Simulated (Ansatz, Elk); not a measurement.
**Bonding as seen by X-rays: CsZn4As2P**

Structure refinements treat a crystal as free atoms side by side. For a made-up structure of CsZn4As2P (cell and positions from a PBE relaxation) the runs below show what the calculated density changes in F(hkl).

Method: DFT, PBE, all-electron APW+lo, Dirac cores, scalar-relativistic bands, static density, no spin, in Elk 11.2.3 (patched build).

This account leaves out most program logs.

The structure was built from a prototype and need not be the compound's stable phase.

## 1. Starting point

Symmetry: P4/mmm, No. 123, tetragonal system. Conventional cell: a = 4.192 Å, b = 4.192 Å, c = 10.602 Å, α = 90.00°, β = 90.00°, γ = 90.00°. Nearest to Cs lie 8 As at 3.79 Å and 4 Cs at 4.19 Å. As has 4 Zn at 2.51 Å and 4 Cs at 3.79 Å nearest. Nearest to Zn lie 2 As at 2.51 Å and 2 P at 2.61 Å. P has 8 Zn at 2.61 Å nearest. Farther neighbours are not listed.

Coordinates:

```cif
data_structure
_symmetry_space_group_name_H-M 'P 1'
_symmetry_Int_Tables_number 1
_cell_length_a 4.1922
_cell_length_b 4.1922
_cell_length_c 10.6019
_cell_angle_alpha 90.000
_cell_angle_beta 90.000
_cell_angle_gamma 90.000
_cell_volume 186.32
loop_
_atom_site_label
_atom_site_type_symbol
_atom_site_fract_x
_atom_site_fract_y
_atom_site_fract_z
_atom_site_occupancy
Cs1 Cs 0.00000 0.00000 0.50000 1
As2 As 0.50000 0.50000 0.72345 1
As3 As 0.50000 0.50000 0.27655 1
Zn4 Zn 0.50000 0.00000 0.85408 1
Zn5 Zn 0.00000 0.50000 0.85408 1
Zn6 Zn 0.50000 0.00000 0.14592 1
Zn7 Zn 0.00000 0.50000 0.14592 1
P8 P 0.00000 0.00000 0.00000 1
```

## 2. Ground state and structure factors

An all-electron density is needed, since X-rays see the cores too. Task 0 finds the density and task 195 Fourier-transforms it; tshift is off so that phases refer to the origin typed.

elk.in reads:

```
tasks
  0
  195

xctype
  20

spinpol
  .false.

rgkmax
  7.0

gmaxvr
  14.0

lmaxo
  7

lmaxapw
  8

swidth
  0.002

tshift
  .false.

ramdisk
  .false.

hmaxvr
  5.5

maxscl
  120

epspot
  1e-06

sppath
  './'

avec
  7.92204175057 -0.00000000000 -0.00000000000
  -0.00000000000 7.92204175057 0.00000000000
  -0.00000000000 0.00000000000 20.03469483634

atoms
  4
  'Cs.in'
  1
  -0.0000000000 -0.0000000000 0.5000000000   0.000000 0.000000 0.000000
  'As.in'
  2
  0.5000000000 0.5000000000 0.7234486700   0.000000 0.000000 0.000000
  0.5000000000 0.5000000000 0.2765513300   0.000000 0.000000 0.000000
  'Zn.in'
  4
  0.5000000000 0.0000000000 0.8540751327   0.000000 0.000000 0.000000
  -0.0000000000 0.5000000000 0.8540751327   0.000000 0.000000 0.000000
  0.5000000000 0.0000000000 0.1459248673   0.000000 0.000000 0.000000
  -0.0000000000 0.5000000000 0.1459248673   0.000000 0.000000 0.000000
  'P.in'
  1
  0.0000000000 0.0000000000 -0.0000000000   0.000000 0.000000 0.000000

ngridk
  5 5 2
```

The run is started by

```
> OMP_NUM_THREADS=4 elk
```

The job ended after 76 s (4 threads of AMD EPYC 7R32 (Zen 2), shared host; peak memory 0.39 GiB; 3 min of CPU time).

SFACRHO.OUT:

```text

h k l indices transformed by vhmat matrix:
   1.000000000       0.000000000       0.000000000    
   0.000000000       1.000000000       0.000000000    
   0.000000000       0.000000000       1.000000000    

      h      k      l  multipl.   |H|            Re(F)            Im(F)           |F|

      0      0      0      1   0.0000000       256.00000      0.24723287E-15   256.00000    
      0      0     -1      2  0.31361522       21.722254     -0.34798136E-13   21.722254    
      0      0     -2      2  0.62723045      -23.217228      0.52486649E-13   23.217228    
      1      0      0      4  0.79312701       2.3205236      0.13305561E-13   2.3205236    
      1      0     -1      8  0.85288039      -26.463981     -0.26092277E-13   26.463981    
      0      0      3      2  0.94084567      -105.64902      0.10136518E-12   105.64902    
      1      0     -2      8   1.0111718       112.57844      0.52460488E-13   112.57844    
      1     -1      0      4   1.1216510       11.278570     -0.79332457E-14   11.278570    
      1      1     -1      8   1.1646697      -104.61026     -0.17377868E-13   104.61026    
     -1      0      3      8   1.2305450      -59.884130      0.83925673E-13   59.884130    
      0      0      4      2   1.2544609       12.324622     -0.10040078E-12   12.324622    
     -1     -1      2      8   1.2851144       30.241761     -0.34925718E-13   30.241761    
     -1     -1     -3      8   1.4639985       78.172533     -0.78411199E-13   78.172533    
      1      0     -4      8   1.4841572       12.508742      0.87371151E-13   12.508742    
      0      0     -5      2   1.5680761      -80.307022     -0.26039964E-13   80.307022    
      0      2      0      4   1.5862540       191.10855     -0.23245086E-13   191.10855    
     -2      0      1      8   1.6169590       14.907167      0.21785005E-13   14.907167    
      1     -1     -4      8   1.6827873       164.47234      0.74263693E-13   164.47234
```

Elk indexes on the primitive cell of elk.in and gives |H| = 4π sin θ/λ in inverse bohr. Below, one row stands for each form hkl of the conventional cell (m members, Friedel mates merged), F is for one primitive cell and the density is static (no thermal factor). Free-atom factors are Waasmaier and Kirfel's, and R is Σm||F|−|F'||/Σm|F|.

| hkl | m | sin θ/λ (Å⁻¹) | abs F, DFT | neutral atoms | diff. |
| --- | --- | --- | --- | --- | --- |
| 001 | 2 | 0.047 | 21.722 | 21.794 | -0.071 |
| 002 | 2 | 0.094 | 23.217 | 23.038 | +0.179 |
| 100 | 4 | 0.119 | 2.321 | 2.598 | -0.277 |
| 101 | 8 | 0.128 | 26.464 | 26.771 | -0.307 |
| 003 | 2 | 0.141 | 105.649 | 106.229 | -0.580 |
| 102 | 8 | 0.152 | 112.578 | 112.034 | +0.544 |
| 110 | 4 | 0.169 | 11.279 | 10.424 | +0.855 |
| 111 | 8 | 0.175 | 104.610 | 104.966 | -0.356 |
| 103 | 8 | 0.185 | 59.884 | 59.955 | -0.071 |
| 004 | 2 | 0.189 | 12.325 | 11.736 | +0.589 |
| 112 | 8 | 0.193 | 30.242 | 30.267 | -0.025 |
| 113 | 8 | 0.220 | 78.172 | 78.859 | -0.686 |
| 104 | 8 | 0.223 | 12.509 | 12.380 | +0.128 |
| 005 | 2 | 0.236 | 80.307 | 80.600 | -0.293 |

## 3. The highest occupied states alone

An energy window below the Fermi level keeps the highest occupied states, to see at which angles they scatter; shallow core shells can lie inside it and anion s states outside. No new self-consistency is needed.

elk.in, as its differences from that of step 2:

```diff
@@ -1,3 +1,2 @@
 tasks
-  0
   195
@@ -40,2 +39,5 @@
 
+wsfac
+  -0.258630 0.482360
+
 sppath
```

The run is started by

```
> OMP_NUM_THREADS=4 elk
```

It took 31 s on 4 threads; peak memory 0.28 GiB.

States within 12 eV below the Fermi level hold 69.96 electrons; any levels below the window count with the cores. Their amplitudes can exceed the total, where window and core parts have opposite phase:

| hkl | sin θ/λ (Å⁻¹) | abs F, window | abs F, all |
| --- | --- | --- | --- |
| 001 | 0.047 | 25.032 | 21.722 |
| 002 | 0.094 | 9.605 | 23.217 |
| 100 | 0.119 | 0.719 | 2.321 |
| 101 | 0.128 | 0.477 | 26.464 |
| 003 | 0.141 | 31.855 | 105.649 |
| 102 | 0.152 | 8.312 | 112.578 |
| 110 | 0.169 | 26.498 | 11.279 |
| 111 | 0.175 | 20.527 | 104.610 |
| 103 | 0.185 | 1.253 | 59.884 |
| 004 | 0.189 | 22.602 | 12.325 |

## 4. Another functional

The difference from free atoms is small, so it is set against the change that LDA (Perdew-Wang) makes.

elk.in, as its differences from that of step 3:

```diff
@@ -1,2 +1,3 @@
 tasks
+  0
   195
@@ -4,3 +5,3 @@
 xctype
-  20
+  3
 
@@ -39,5 +40,2 @@
 
-wsfac
-  -0.258630 0.482360
-
 sppath
```

The run is started by

```
> OMP_NUM_THREADS=4 elk
```

Wall time 46 s (4 threads); peak memory 0.3 GiB; 1.8 min of CPU time.

Against the first run R = 0.06 %; the largest change is -0.097 at 400.

## 5. Basis size

The basis and the expansions that go with it are enlarged, to see whether the differences are converged.

elk.in, as its differences from that of step 4:

```diff
@@ -5,3 +5,3 @@
 xctype
-  3
+  20
 
@@ -11,12 +11,12 @@
 rgkmax
-  7.0
+  8.5
 
 gmaxvr
-  14.0
+  18.0
 
 lmaxo
-  7
+  9
 
 lmaxapw
-  8
+  10
```

The run is started by

```
> OMP_NUM_THREADS=4 elk
```

The job ended after 3.1 min (4 threads; peak memory 0.76 GiB).

Against the first run R = 0.01 %; the largest change is -0.017 at 207.

## 6. Settings against the effect

| run | R against the first run (%) | R against neutral atoms, low angle (%) | wall time |
| --- | --- | --- | --- |
| PBE, rgkmax 7 | 0.00 | 0.66 | 76 s |
| LDA (Perdew-Wang) | 0.06 | 0.66 | 46 s |
| rgkmax 8.5 with larger expansions | 0.01 | 0.66 | 3.1 min |

## 7. Summary of results

```yaml
r_against_neutral_atoms_sin_theta_lambda_0p3_a_minus1: 0.66 %
r_against_neutral_atoms_0p3_to_0p61_a_minus1: 0.17 %
```

In words: Independent neutral atoms miss the calculated amplitudes by R = 0.66 % below 0.3 Å⁻¹ and 0.17 % from there to 0.61 Å⁻¹; by shells, 1.00 % below 0.15 Å⁻¹ (5 forms), 0.64 % 0.15 to 0.3 (20 forms), 0.26 % 0.3 to 0.45 (42 forms), 0.13 % above 0.45 (82 forms). Bonding, aspherical density and the tables' own atoms all enter these figures, and the runs don't part them. The largest change of an amplitude is -0.99 electrons, at 200. Weak lines can change much in proportion: 210 goes from 1.14 to 1.36. The window's part falls from 70.0 electrons at the origin to at most 11.34 between 0.45 and 0.61 Å⁻¹, where compact states inside the window still scatter. The window holds more than the 64 outer electrons of the free atoms, so shallow core shells lie inside it. Below 0.3 Å⁻¹ the changes that finished (LDA (Perdew-Wang) and rgkmax 8.5 with larger expansions) move F by R = 0.02 % at most, against the 0.66 % that separates it from free atoms. The k-mesh has no finished test. Part of the difference isn't bonding: the tables are fits to free atoms and ions calculated by other methods than this functional. Thermal motion, anomalous dispersion and extinction are left out.

[Logs are printed without paths, hosts, clocks, repeated set-up lines and the standing remarks that a program may print on its own settings, such as how far it seeks lower states.]

[Hosts, paths, dates, database ids (printed as entryN), source tags and the programs' standing remarks are cut or masked in the printed files.]
